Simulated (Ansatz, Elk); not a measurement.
## How far do independent atoms describe YFeBr5?

Structure refinements treat a crystal as free atoms side by side. For a made-up structure of YFeBr5 (cell and positions from a PBE relaxation) the runs below show what the calculated density changes in F(hkl).

Method: DFT, PBE, all-electron APW+lo, Dirac cores, scalar-relativistic bands, static density, ferromagnetic start, in Elk 11.2.3 (patched build).

This account leaves out most program logs.

The structure was built from a prototype and need not be the compound's stable phase.

## Step 1: Starting point

It takes space group Immm (No. 71, orthorhombic). The conventional cell has a = 5.409 Å, b = 8.958 Å, c = 10.460 Å, α = 90.00°, β = 90.00°, γ = 90.00°. Nearest to Y lie 6 Br at 2.70 to 2.87 Å. Nearest to Br lie 2 Y at 2.70 Å. Nearest to Br lie 1 Fe at 2.36 Å and 1 Y at 2.87 Å. Nearest to Br lie 1 Y at 2.76 Å. Nearest to Fe lie 2 Br at 2.36 Å. Farther neighbours and most contacts between anions are not listed.

## Step 2: Ground state and structure factors

An all-electron density is needed, since X-rays see the cores too. Task 0 finds the density and task 195 Fourier-transforms it; tshift is off so that phases refer to the origin typed.

The input, elk.in:

```
tasks
  0
  195
  196

xctype
  20

spinpol
  .true.

rgkmax
  7.0

gmaxvr
  14.0

lmaxo
  7

lmaxapw
  8

swidth
  0.002

tshift
  .false.

ramdisk
  .false.

hmaxvr
  5.5

maxscl
  120

epspot
  1e-06

reducebf
  0.8

sppath
  './'

avec
  -5.11039168150 8.46420828819 9.88300602042
  5.11039168150 -8.46420828819 9.88300602042
  5.11039168150 8.46420828819 -9.88300602042

atoms
  3
  'Y.in'
  1
  0.5000000000 0.5000000000 -0.0000000000   0.000000 0.000000 0.000000
  'Br.in'
  5
  0.5000000000 0.0000000000 0.5000000000   0.000000 0.000000 0.000000
  0.7746940416 0.7746940416 -0.0000000000   0.000000 0.000000 0.000000
  0.2253059584 0.2253059584 -0.0000000000   0.000000 0.000000 0.000000
  0.1917589099 0.5000000000 0.6917589099   0.000000 0.000000 0.000000
  0.8082410901 0.5000000000 0.3082410901   0.000000 0.000000 0.000000
  'Fe.in'
  1
  -0.0000000000 0.0000000000 -0.0000000000   0.000000 0.000000 -0.165000

ngridk
  4 4 4
```

The run is started by

```console
OMP_NUM_THREADS=4 elk
```

Wall time 11 min (4 threads of Arm Neoverse V2, shared host); peak memory 0.81 GiB; 36 min of CPU time.

SFACRHO.OUT:

```text

h k l indices transformed by vhmat matrix:
   1.000000000       0.000000000       0.000000000    
   0.000000000       1.000000000       0.000000000    
   0.000000000       0.000000000       1.000000000    

      h      k      l  multipl.   |H|            Re(F)            Im(F)           |F|

      0      0      0      1   0.0000000       240.00000     -0.12114450E-14   240.00000    
     -1      0      0      4  0.48867968      -11.286415     -0.29653754E-14   11.286415    
     -1     -1      1      2  0.63575650       95.291192     -0.61934730E-14   95.291192    
      1      0     -1      4  0.69206877      -34.077818      0.19355930E-13   34.077818    
     -1      1      0      4  0.71810434       67.401053     -0.29688942E-14   67.401053    
      1     -1      1      2  0.74232404       106.22799      0.11835619E-13   106.22799    
     -1     -1      2      8  0.95909341      -55.109496     -0.88876227E-14   55.109496    
      0      2     -2      4  0.97735936      -17.695191      0.20774774E-13   17.695191    
      0     -1      2      8   1.0148912       73.251169     -0.17798964E-13   73.251169    
      2      1     -1      4   1.0233184      -46.673955      0.32601586E-13   46.673955    
      1      2     -1      4   1.1346065      -66.252324      0.46095216E-13   66.252324    
      1     -2      2      4   1.1579714      -82.482257      0.22225430E-13   82.482257    
      1     -1     -1      2   1.2294919       194.49333     -0.52270494E-14   194.49333    
     -2     -2      2      2   1.2715130       181.99877      0.69729547E-13   181.99877    
      1     -1      2      4   1.2719134       129.60967     -0.31161680E-13   129.60967    
      0     -1     -1      8   1.3230488      -9.9087810      0.29583162E-14   9.9087810    
      1      2     -3      8   1.3558676       33.425142      0.35605147E-13   33.425142    
      0      2      0      4   1.3841375       80.111182      0.41392972E-13   80.111182
```

Elk indexes on the primitive cell of elk.in and gives |H| = 4π sin θ/λ in inverse bohr. Below, one row stands for each form hkl of the conventional cell (m members, Friedel mates merged), F is for one primitive cell and the density is static (no thermal factor). Free-atom factors are Waasmaier and Kirfel's, and R is Σm||F|−|F'||/Σm|F|.

```tsv
hkl	m	sin θ/λ (Å⁻¹)	abs F, DFT	neutral atoms	diff.
011	4	0.073	11.286	11.294	-0.008
002	2	0.096	95.291	95.199	+0.093
101	4	0.104	34.078	33.922	+0.156
110	4	0.108	67.401	67.460	-0.059
020	2	0.112	106.228	106.294	-0.066
112	8	0.144	55.109	54.763	+0.346
022	4	0.147	17.695	17.382	+0.313
121	8	0.153	73.251	72.778	+0.474
013	4	0.154	46.674	46.371	+0.303
103	4	0.171	66.252	66.086	+0.166
031	4	0.174	82.482	82.336	+0.146
200	2	0.185	194.493	194.034	+0.459
004	2	0.191	181.999	181.586	+0.413
130	4	0.191	129.610	129.611	-0.001
211	8	0.199	9.909	9.916	-0.008
123	8	0.204	33.425	33.281	+0.144
202	4	0.208	80.111	80.057	+0.054
132	8	0.214	18.876	19.118	-0.242
220	4	0.216	90.273	90.348	-0.075
114	8	0.220	46.810	46.792	+0.018
033	4	0.221	109.198	109.176	+0.022
024	4	0.221	79.621	79.580	+0.041
```

## Step 3: The magnetisation density

The same run holds the spin density, and task 196 transforms it. The order is that of the start, and no other was tried.

SFACMAG_1.OUT:

```text

h k l indices transformed by vhmat matrix:
   1.000000000       0.000000000       0.000000000    
   0.000000000       1.000000000       0.000000000    
   0.000000000       0.000000000       1.000000000    

      h      k      l  multipl.   |H|            Re(F)            Im(F)           |F|

      0      0      0      1   0.0000000       3.9999653     -0.20619592E-16   3.9999653    
     -1      0      0      4  0.48867968       3.3595277     -0.27793150E-16   3.3595277    
     -1     -1      1      2  0.63575650       3.1500917     -0.17507275E-16   3.1500917    
      1      0     -1      4  0.69206877       3.0456301      0.63041888E-16   3.0456301    
     -1      1      0      4  0.71810434       3.2721350     -0.95338570E-19   3.2721350    
      1     -1      1      2  0.74232404       3.2347036      0.31580241E-16   3.2347036    
     -1     -1      2      8  0.95909341       2.7068267     -0.37437991E-17   2.7068267    
      0      2     -2      4  0.97735936       2.6785331      0.43861938E-16   2.6785331    
      0     -1      2      8   1.0148912       2.8599063     -0.15981855E-16   2.8599063    
      2      1     -1      4   1.0233184       2.8215103     -0.45365307E-16   2.8215103    
      1      2     -1      4   1.1346065       2.5693280     -0.19184823E-16   2.5693280    
      1     -2      2      4   1.1579714       2.5904379     -0.94644331E-17   2.5904379    
      1     -1     -1      2   1.2294919       2.5131639     -0.11643347E-16   2.5131639    
     -2     -2      2      2   1.2715130       2.6513012      0.11243104E-15   2.6513012    
      1     -1      2      4   1.2719134       2.5802261     -0.11551164E-16   2.5802261    
      0     -1     -1      8   1.3230488       2.3390707     -0.12974313E-16   2.3390707
```

The total moment is 4.00 μB a cell; sphere moments: Y1 +0.02, Br2 +0.01, Br3 +0.08, Br4 +0.08, Br5 +0.05, Br6 +0.05, Fe7 +3.38 μB. Polarised neutrons measure spin and orbital magnetisation together; without spin-orbit coupling the run gives the spin part:

```tsv
hkl	sin θ/λ (Å⁻¹)	abs F_M (μB)
011	0.073	3.360
002	0.096	3.150
101	0.104	3.046
110	0.108	3.272
020	0.112	3.235
112	0.144	2.707
022	0.147	2.679
121	0.153	2.860
013	0.154	2.821
103	0.171	2.569
031	0.174	2.590
200	0.185	2.513
004	0.191	2.651
130	0.191	2.580
```

## Step 4: The highest occupied states alone

An energy window below the Fermi level keeps the highest occupied states, to see at which angles they scatter; shallow core shells can lie inside it and anion s states outside. No new self-consistency is needed.

elk.in: that of step 2 with these lines changed.

```diff
@@ -1,5 +1,3 @@
 tasks
-  0
   195
-  196
 
@@ -44,2 +42,5 @@
 
+wsfac
+  -0.313720 0.353770
+
 sppath
```

The run is started by

```console
OMP_NUM_THREADS=4 elk
```

Wall time 33 s (4 threads); peak memory 0.43 GiB; 40 s of CPU time.

States within 10 eV below the Fermi level hold 35.99 electrons; any levels below the window count with the cores. Their amplitudes can exceed the total, where window and core parts have opposite phase:

```tsv
hkl	sin θ/λ (Å⁻¹)	abs F, window	abs F, all
011	0.073	5.380	11.286
002	0.096	11.217	95.291
101	0.104	2.682	34.078
110	0.108	7.527	67.401
020	0.112	11.310	106.228
112	0.144	3.405	55.109
022	0.147	0.379	17.695
121	0.153	10.878	73.251
013	0.154	2.000	46.674
103	0.171	1.090	66.252
```

## Step 5: Another functional

The difference from free atoms is small, so it is set against the change that LDA (Perdew-Wang) makes.

elk.in: that of step 4 with these lines changed.

```diff
@@ -1,6 +1,8 @@
 tasks
+  0
   195
+  196
 
 xctype
-  20
+  3
 
@@ -42,5 +44,2 @@
 
-wsfac
-  -0.313720 0.353770
-
 sppath
```

The run is started by

```console
OMP_NUM_THREADS=4 elk
```

Run time: 4.4 min. Hardware: 4 threads; peak memory 0.58 GiB; 14 min of CPU time.

Against the first run R = 0.08 %; the largest change is -0.140 at 129. The moment goes from 4.00 to 4.00 μB.

## Step 6: A coarser k-mesh

About half the k-points along each axis test the sampling.

elk.in: that of step 5 with these lines changed.

```diff
@@ -6,3 +6,3 @@
 xctype
-  3
+  20
 
@@ -69,2 +69,2 @@
 ngridk
-  4 4 4
+  2 2 2
```

The run is started by

```console
OMP_NUM_THREADS=4 elk
```

Wall time 4.4 min (4 threads); peak memory 0.8 GiB.

Against the first run R = 0.01 %; the largest change is +0.027 at 310. The moment goes from 4.00 to 4.00 μB.

## Step 7: With a Hubbard U

A Hubbard U is put on the d shell, to see how far it moves the factors.

elk.in: that of step 6 with these lines changed.

```diff
@@ -69,2 +69,6 @@
 ngridk
-  2 2 2
+  4 4 4
+
+dft+u
+  1 1
+  3 2 0.146997 0.000000
```

The run is started by

```console
OMP_NUM_THREADS=4 elk
```

Run time: 6 min. Hardware: 4 threads; peak memory 0.79 GiB.

The run was cut off at its time limit.

## Step 8: Settings against the effect

```tsv
run	R against the first run (%)	R against neutral atoms, low angle (%)	wall time
PBE, rgkmax 7	0.00	0.28	11 min
LDA (Perdew-Wang)	0.08	0.26	4.4 min
k-mesh 2×2×2	0.01	0.28	4.4 min
```

## Step 9: Summary of results

```yaml
r_against_neutral_atoms_sin_theta_lambda_0p3_a_minus1: 0.28 %
r_against_neutral_atoms_0p3_to_0p48_a_minus1: 0.31 %
```

**Reading.** Independent neutral atoms miss the calculated amplitudes by R = 0.28 % below 0.3 Å⁻¹ and 0.31 % from there to 0.48 Å⁻¹; by shells, 0.38 % below 0.15 Å⁻¹ (7 forms), 0.27 % 0.15 to 0.3 (38 forms), 0.31 % 0.3 to 0.45 (87 forms), 0.28 % above 0.45 (17 forms). Bonding, aspherical density and the tables' own atoms all enter these figures, and the runs don't part them. The largest change of an amplitude is +0.47 electrons, at 121. The magnetic order is that of the start. No other order was tried here, and an antiferromagnetic one would change or move the magnetic intensity. The window's part falls from 36.0 electrons at the origin to at most 1.46 between 0.45 and 0.48 Å⁻¹, where compact states inside the window still scatter. Below 0.3 Å⁻¹ the changes that finished (LDA (Perdew-Wang) and k-mesh 2×2×2) move F by R = 0.05 % at most, against the 0.28 % that separates it from free atoms. The magnetic factors move by R = 2.2 % (LDA (Perdew-Wang)) and 0.3 % (k-mesh 2×2×2), so they aren't settled to better than that. The basis has no finished test. Part of the difference isn't bonding: the tables are fits to free atoms and ions calculated by other methods than this functional. Thermal motion, anomalous dispersion and extinction are left out.

[Logs are printed without paths, hosts, clocks, repeated set-up lines and the standing remarks that a program may print on its own settings, such as how far it seeks lower states.]

[Hosts, paths, dates, database ids (printed as entryN), source tags and the programs' standing remarks are cut or masked in the printed files.]
